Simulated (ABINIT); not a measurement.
**CdS (Greenockite): making up for missing bands**

Aim: few bands, with and without a completion of the sum over empty states, for CdS (Greenockite).

Method: PBE and many-body steps on it, plane waves, in ABINIT 10.8.3.

The database entry behind the starting cell differs from other determinations, so it need not match the best structure at room temperature.

**1. The system as given**

Symmetry: P6_3mc, No. 186, hexagonal system. The conventional cell has a = 4.137 Å, b = 4.137 Å, c = 6.714 Å, α = 90.00°, β = 90.00°, γ = 120.00°. Nearest to Cd lie 4 S at 2.52 to 2.53 Å. S has 4 Cd at 2.52 to 2.53 Å nearest. Farther neighbours, and contacts between anions beyond the nearest, are not listed.

As a file:

```cif
data_structure
_symmetry_space_group_name_H-M 'P6_3mc'
_symmetry_Int_Tables_number 186
_cell_length_a 4.1370
_cell_length_b 4.1370
_cell_length_c 6.7144
_cell_angle_alpha 90.000
_cell_angle_beta 90.000
_cell_angle_gamma 120.000
_cell_volume 99.52
loop_
_atom_site_label
_atom_site_type_symbol
_atom_site_symmetry_multiplicity
_atom_site_Wyckoff_symbol
_atom_site_fract_x
_atom_site_fract_y
_atom_site_fract_z
_atom_site_occupancy
Cd1 Cd 2 b 0.66667 0.33333 0.00000 1
S1 S 2 b 0.66667 0.33333 0.37500 1
```

The cell and positions come from the Crystallography Open Database and are kept as given unless a step says otherwise.

**2. Empty states on the mesh, 3×3×2 mesh, 180 bands**

This step: ABINIT 10.8.3; DFT, PBE, plane waves, norm-conserving pseudopotentials.

The sums over transitions need many empty states on a uniform mesh; this step solves for them.

run.abi reads:

```
acell 3*1.0 Angstrom
rprim 
  4.137000000025 -0.000000000006 0.000000000000
  -2.068500000008 3.582747095481 0.000000000000
  0.000000000000 0.000000000000 6.714400000000
ntypat 2
znucl 48 16
natom 4
typat 1 1 2 2
xred 
  0.666666666667 0.333333333333 0.000000000000
  0.333333333333 0.666666666667 0.500000000000
  0.666666666667 0.333333333333 0.375000000000
  0.333333333333 0.666666666667 0.875000000000
pp_dirpath "pseudos"
pseudos "Cd.upf, S.upf"
ecut 47
ngkpt 3 3 2
nshiftk 1
shiftk 0 0 0
kptopt 1
chksymbreak 0
iscf -2
irdden 1
istwfk *1
nband 180
nbdbuf 16
tolwfr 1e-09
nstep 60
prtvol 0
indata_prefix "in"
outdata_prefix "out"
tmpdata_prefix "tmp"
```

Run with:

```sh
> OMP_NUM_THREADS=1 mpirun -n 6 abinit run.abi > log
```

Output:

```text
.Version 10.8.3 of ABINIT. v10.8.2 released Aug 2026.

 Symmetries : space group P6_3 m c (#186); Bravais hP (primitive hexag.)
[... echo of the input left out ...]
== DATASET  1 ==================================================================
-   mpi_nproc: 6, omp_nthreads: 1 (-1 if OMP is not activated)

--- !DatasetInfo
iteration_state: {dtset: 1, }
dimensions: {natom: 4, nkpt: 6, mband: 180, nsppol: 1, nspinor: 1, nspden: 1, mpw: 10374, }
cutoff_energies: {ecut:  47.0, pawecutdg:  -1.0, }
[...]
2.53749    2.58847    2.58847    2.59387    2.59434    2.59446    2.59446    2.66584
   2.68749    2.71610    2.71610    2.72016    2.74279    2.74284    2.75945    2.75979
   2.77441    2.78282    2.78303    2.80022
 prteigrs : prtvol=0 or 1, do not print more k-points.

== END DATASET(S) ==============================================================
================================================================================

 -outvars: echo values of variables after computation  --------
            nband         180
             nkpt           6
          spgroup         186
 [... the other variables as echoed above ...]

 Calculation completed.
```

It took 86 s on 6 MPI ranks of Arm Neoverse V2, shared host; peak memory 0.79 GiB.

This step gave:

```
gap                                                           : 1.198 eV
k of the valence top                                          : 0, 0, 0
k of the conduction bottom                                    : 0, 0, 0
least direct gap                                              : 1.198 eV
k points computed                                             : 6
lowest point of the top converged band, above the valence top : 65.1359 eV
```

On this mesh the gap is 1.198 eV.

The density comes from a self-consistent run that is not shown.

**3. Screening, 3×3×2 mesh, 164 bands, screening to 152.4 eV**

The RPA dielectric matrix is built and inverted for each q.

This step: RPA screening on PBE, plane waves, norm-conserving pseudopotentials.

Edit run.abi of step 2 so:

```diff
@@ -22,10 +22,11 @@
 chksymbreak 0
-iscf -2
-irdden 1
 istwfk *1
-nband 180
-nbdbuf 16
-tolwfr 1e-09
-nstep 60
-prtvol 0
+occopt 1
+irdwfk 1
+optdriver 3
+nband 164
+ecuteps 5.6
+inclvkb 2
+awtr 1
+symchi 1
 indata_prefix "in"
```

Run with:

```sh
> OMP_NUM_THREADS=1 mpirun -n 8 abinit run.abi > log
```

Output:

```text
.Version 10.8.3 of ABINIT. v10.8.2 released Aug 2026.

 Symmetries : space group P6_3 m c (#186); Bravais hP (primitive hexag.)
[... echo of the input left out ...]
== DATASET  1 ==================================================================
-   mpi_nproc: 8, omp_nthreads: 1 (-1 if OMP is not activated)

--- !DatasetInfo
iteration_state: {dtset: 1, }
dimensions: {natom: 4, nkpt: 6, mband: 164, nsppol: 1, nspinor: 1, nspden: 1, mpw: 10374, }
cutoff_energies: {ecut:  47.0, pawecutdg:  -1.0, }
electrons: {nelect:   5.20000000E+01, charge:   0.00000000E+00, occopt:   1.00000000E+00, tsmear:   1.00000000E-02, }

 SCREENING: Calculation of the susceptibility and dielectric matrices

 Based on a program developped by R.W. Godby, V. Olevano, G. Onida, and L. Reining.
 Incorporated in ABINIT by V. Olevano, G.-M. Rignanese, and M. Torrent.
.Using double precision arithmetic ; gwpc =  8

[... cell and pseudopotentials left out ...]
--------------------------------------------------------------------------------

 ==== K-mesh for the wavefunctions ====
 Number of points in the irreducible wedge :     6
[... list of points left out ...]
 Together with 12 symmetry operations and time-reversal symmetry
 yields    18 points in the full Brillouin Zone.

 ==== Q-mesh for the screening function ====
 Number of points in the irreducible wedge :     6
[... list of points left out ...]
 Together with 12 symmetry operations and time-reversal symmetry
 yields    18 points in the full Brillouin Zone.

 setmesh: FFT mesh size selected  =    30x   30x   54
          total number of points  =        48600

 vcoul_init : cutoff-mode = AUXILIARY_FUNCTION
 q-points for optical limit:   1
     1)      0.000010    0.000020    0.000030

- screening: taking advantage of time-reversal symmetry
- Maximum band index for partially occupied states nbvw = 26
- Remaining bands to be divided among processors   nbcw = 138
- Number of bands treated by each node ~17

 Number of electrons calculated from density =   52.0000; Expected =   52.0000
 average of density, n =  0.077428
 r_s =    1.4555
 omega_plasma =   26.8414 [eV]

 calculating chi0 at frequencies [eV] :
  1    0.000000E+00    0.000000E+00
  2    0.000000E+00    2.684136E+01

--------------------------------------------------------------------------------
  q-point number  1        q = ( 0.000000, 0.000000, 0.000000) [r.l.u.]
--------------------------------------------------------------------------------
[... chi0 elements left out ...]
 For q-point:  0.000010 0.000020 0.000030
  dielectric constant =  13.5751
  dielectric constant without local fields =  14.3768

  Average fulfillment of the sum rule on Im[epsilon] for q-point    1 :     59.70  [%]
[... wings left out ...]
  q-point number  2        q = ( 0.333333, 0.000000, 0.000000) [r.l.u.]
--------------------------------------------------------------------------------
[... chi0 elements left out ...]
  Average fulfillment of the sum rule on Im[epsilon] for q-point    2 :     64.44  [%]

 [... 4 further q-points ...]
```

Run time: 42 s. Hardware: 8 MPI ranks; peak memory 2.8 GiB; 5.6 min of CPU time.

This step gave:

| Item | Value |
| --- | --- |
| ε∞ with local fields, on this mesh | 13.58 |
| ε∞ without local fields, on this mesh | 14.38 |
| plasma frequency | 26.84 eV |
| plane waves in the screening matrix | 403 |

Local fields lower ε∞ by 6 %. On a Γ-centred mesh this coarse the value itself is usually too large, while a short band sum pulls it down.

**4. 164 bands**

The self-energy is evaluated for the states that the input lists, and the quasiparticle equation is solved.

This step: G0W0 on PBE, plane waves, norm-conserving pseudopotentials.

Edit run.abi of step 3 so:

```diff
@@ -25,8 +25,15 @@
 irdwfk 1
-optdriver 3
+optdriver 4
 nband 164
+gwcalctyp 0
+ecutsigx 47
+symsigma 1
+nkptgw 1
+kptgw 
+  0.0000000000 0.0000000000 0.0000000000
+bdgw 
+  25 28
 ecuteps 5.6
-inclvkb 2
-awtr 1
-symchi 1
+irdscr 1
+ppmodel 1
 indata_prefix "in"
```

Output:

```text
.Version 10.8.3 of ABINIT. v10.8.2 released Aug 2026.

 Symmetries : space group P6_3 m c (#186); Bravais hP (primitive hexag.)
[... echo of the input left out ...]
== DATASET  1 ==================================================================
-   mpi_nproc: 8, omp_nthreads: 1 (-1 if OMP is not activated)

--- !DatasetInfo
iteration_state: {dtset: 1, }
dimensions: {natom: 4, nkpt: 6, mband: 164, nsppol: 1, nspinor: 1, nspden: 1, mpw: 10374, }
cutoff_energies: {ecut:  47.0, pawecutdg:  -1.0, }
electrons: {nelect:   5.20000000E+01, charge:   0.00000000E+00, occopt:   1.00000000E+00, tsmear:   1.00000000E-02, }

 SIGMA: Calculation of the GW corrections

 Based on a program developped by R.W. Godby, V. Olevano, G. Onida, and L. Reining.
 Incorporated in ABINIT by V. Olevano, G.-M. Rignanese, and M. Torrent.
.Using double precision arithmetic ; gwpc =  8

[... cell and pseudopotentials left out ...]
--------------------------------------------------------------------------------

 ==== K-mesh for the wavefunctions ====
 Number of points in the irreducible wedge :     6
[... list of points left out ...]
 Together with 12 symmetry operations and time-reversal symmetry
 yields    18 points in the full Brillouin Zone.

 ==== Q-mesh for screening function ====
 Number of points in the irreducible wedge :     6
[... list of points left out ...]
 Together with 12 symmetry operations and time-reversal symmetry
 yields    18 points in the full Brillouin Zone.

 vcoul_init : cutoff-mode = AUXILIARY_FUNCTION
 q-points for optical limit:   1
     1)      0.000010    0.000020    0.000030
 setmesh: FFT mesh size selected  =    45x   45x   80
          total number of points  =       162000

 Number of electrons calculated from density =   52.0000; Expected =   52.0000
 average of density, n =  0.077428
 r_s =    1.4555
 omega_plasma =   26.8414 [eV]

 === KS Band Gaps ===
  >>>> For spin  1
   Minimum direct gap =   1.1981 [eV], located at k-point      :   0.0000  0.0000  0.0000
   Fundamental gap    =   1.1981 [eV], Top of valence bands at :   0.0000  0.0000  0.0000
                                       Bottom of conduction at :   0.0000  0.0000  0.0000
 SIGMA fundamental parameters:
 PLASMON POLE MODEL  1
 number of plane-waves for SigmaX                10251
 number of plane-waves for SigmaC and W            403
 number of plane-waves for wavefunctions         10251
 number of bands                                   164
 number of independent spin polarizations            1
 number of spinorial components                      1
 number of k-points in IBZ                           6
 number of q-points in IBZ                           6
 number of symmetry operations                      12
 number of k-points in BZ                           18
 number of q-points in BZ                           18
 number of frequencies for dSigma/dE                 9
 frequency step for dSigma/dE [eV]                0.25
 number of omega for Sigma on real axis              0
 max omega for Sigma on real axis  [eV]           0.00
 zcut for avoiding poles [eV]                     0.10

 EPSILON^-1 parameters (SCR file):
 dimension of the eps^-1 matrix on file            403
 dimension of the eps^-1 matrix used               403
 number of plane-waves for wavefunctions         10251
 number of bands                                   164
 number of q-points in IBZ                           6
 number of frequencies                               2
 number of real frequencies                          1
 number of imag frequencies                          1

 matrix elements of self-energy operator (all in [eV])

 Perturbative Calculation

--- !SelfEnergy_ee
iteration_state: {dtset: 1, }
kpoint     : [   0.000,    0.000,    0.000, ]
spin       : 1
KS_gap     :    1.198
QP_gap     :    2.034
Delta_QP_KS:    0.836
data: !SigmaeeData |
     Band     E0 <VxcDFT>   SigX SigC(E0)      Z dSigC/dE  Sig(E)    E-E0       E
       25   4.369 -15.331 -18.293   2.339   0.780  -0.283 -15.817  -0.485   3.884
       26   4.369 -15.331 -18.293   2.339   0.780  -0.283 -15.817  -0.485   3.884
       27   5.567 -10.684  -6.575  -3.678   0.813  -0.230 -10.333   0.350   5.918
       28   7.145 -11.042  -6.562  -3.896   0.815  -0.227 -10.566   0.475   7.620

== END DATASET(S) ==============================================================
================================================================================

 -outvars: echo values of variables after computation  --------
           etotal      0.0000000000E+00
            nband         164
             nkpt           6
          spgroup         186
 [... the other variables as echoed above ...]

 Calculation completed.
```

It took 6.2 s on 8 MPI ranks; peak memory 2.2 GiB; 49 s of CPU time.

This step gave:

```
G0W0 gap on the mesh                         : 2.034 eV
starting gap on the mesh                     : 1.198 eV
k of the valence top                         : 0, 0, 0
k of the conduction bottom                   : 0, 0, 0
Z at the valence top                         : 0.78
Z at the conduction bottom                   : 0.813
least direct G0W0 gap on the computed points : 2.034 eV
```

The gap on the mesh goes from 1.20 eV to 2.03 eV, a correction of +0.84 eV.

**5. Screening, 3×3×2 mesh, 38 bands, screening to 152.4 eV**

This step: RPA screening on PBE, plane waves, norm-conserving pseudopotentials.

Edit run.abi of step 4 so:

```diff
@@ -25,15 +25,8 @@
 irdwfk 1
-optdriver 4
-nband 164
-gwcalctyp 0
-ecutsigx 47
-symsigma 1
-nkptgw 1
-kptgw 
-  0.0000000000 0.0000000000 0.0000000000
-bdgw 
-  25 28
+optdriver 3
+nband 38
 ecuteps 5.6
-irdscr 1
-ppmodel 1
+inclvkb 2
+awtr 1
+symchi 1
 indata_prefix "in"
```

Output:

```text
.Version 10.8.3 of ABINIT. v10.8.2 released Aug 2026.

 Symmetries : space group P6_3 m c (#186); Bravais hP (primitive hexag.)
[... echo of the input left out ...]
== DATASET  1 ==================================================================
-   mpi_nproc: 8, omp_nthreads: 1 (-1 if OMP is not activated)

--- !DatasetInfo
iteration_state: {dtset: 1, }
dimensions: {natom: 4, nkpt: 6, mband: 38, nsppol: 1, nspinor: 1, nspden: 1, mpw: 10374, }
cutoff_energies: {ecut:  47.0, pawecutdg:  -1.0, }
electrons: {nelect:   5.20000000E+01, charge:   0.00000000E+00, occopt:   1.00000000E+00, tsmear:   1.00000000E-02, }

 SCREENING: Calculation of the susceptibility and dielectric matrices

 Based on a program developped by R.W. Godby, V. Olevano, G. Onida, and L. Reining.
 Incorporated in ABINIT by V. Olevano, G.-M. Rignanese, and M. Torrent.
.Using double precision arithmetic ; gwpc =  8

[... cell and pseudopotentials left out ...]
--------------------------------------------------------------------------------

 ==== K-mesh for the wavefunctions ====
 Number of points in the irreducible wedge :     6
[... list of points left out ...]
 Together with 12 symmetry operations and time-reversal symmetry
 yields    18 points in the full Brillouin Zone.

 ==== Q-mesh for the screening function ====
 Number of points in the irreducible wedge :     6
[... list of points left out ...]
 Together with 12 symmetry operations and time-reversal symmetry
 yields    18 points in the full Brillouin Zone.

 setmesh: FFT mesh size selected  =    30x   30x   54
          total number of points  =        48600

 vcoul_init : cutoff-mode = AUXILIARY_FUNCTION
 q-points for optical limit:   1
     1)      0.000010    0.000020    0.000030

- screening: taking advantage of time-reversal symmetry
- Maximum band index for partially occupied states nbvw = 26
- Remaining bands to be divided among processors   nbcw = 12
- Number of bands treated by each node ~1

 Number of electrons calculated from density =   52.0000; Expected =   52.0000
 average of density, n =  0.077428
 r_s =    1.4555
 omega_plasma =   26.8414 [eV]

 calculating chi0 at frequencies [eV] :
  1    0.000000E+00    0.000000E+00
  2    0.000000E+00    2.684136E+01

--------------------------------------------------------------------------------
  q-point number  1        q = ( 0.000000, 0.000000, 0.000000) [r.l.u.]
--------------------------------------------------------------------------------
[... chi0 elements left out ...]
 For q-point:  0.000010 0.000020 0.000030
  dielectric constant =  13.2613
  dielectric constant without local fields =  14.1098

  Average fulfillment of the sum rule on Im[epsilon] for q-point    1 :     13.37  [%]
[... wings left out ...]
  q-point number  2        q = ( 0.333333, 0.000000, 0.000000) [r.l.u.]
--------------------------------------------------------------------------------
[... chi0 elements left out ...]
  Average fulfillment of the sum rule on Im[epsilon] for q-point    2 :     18.65  [%]

 [... 4 further q-points ...]
```

The job ended after 7.3 s (8 MPI ranks; peak memory 1.9 GiB).

Numbers from this step:

```
ε∞ with local fields, on this mesh    : 13.26
ε∞ without local fields, on this mesh : 14.11
plasma frequency                      : 26.84 eV
plane waves in the screening matrix   : 403
```

(Part 1 of 2 ends here.)

[Long decimals in the printed logs are rounded to 6 places.]

[Logs are printed without paths, hosts, clocks, repeated set-up lines and the standing remarks that a program may print on its own settings, such as how far it seeks lower states.]

[Paths, hosts, dates, memory and timing lines, banners, echoed tables and standing remarks are left out of the program output; an Ansatz launch command may be rebuilt from the run's recorded settings. Measured values are a selection of at most five: reports struck by readers or far from the other reports are left out. None is set beside runs whose start may be inverted or whose files or cutoffs have a known fault.]

[Runs of the session that timed out or met a known fault of the program may be left out.]

[Hosts, paths, dates, database ids (printed as entryN), source tags and the programs' standing remarks are cut or masked in the printed files.]

[G0W0 gaps are taken among the corrected bands and points alone; a level outside them can change the order at an edge.]

[Where Ansatz stands beside ABINIT at settings called matched, ABINIT's density can come from a denser mesh and the files from another edition; pairs whose starting gaps differed by over 0.03 eV were left out, so agreement reads better than it is.]
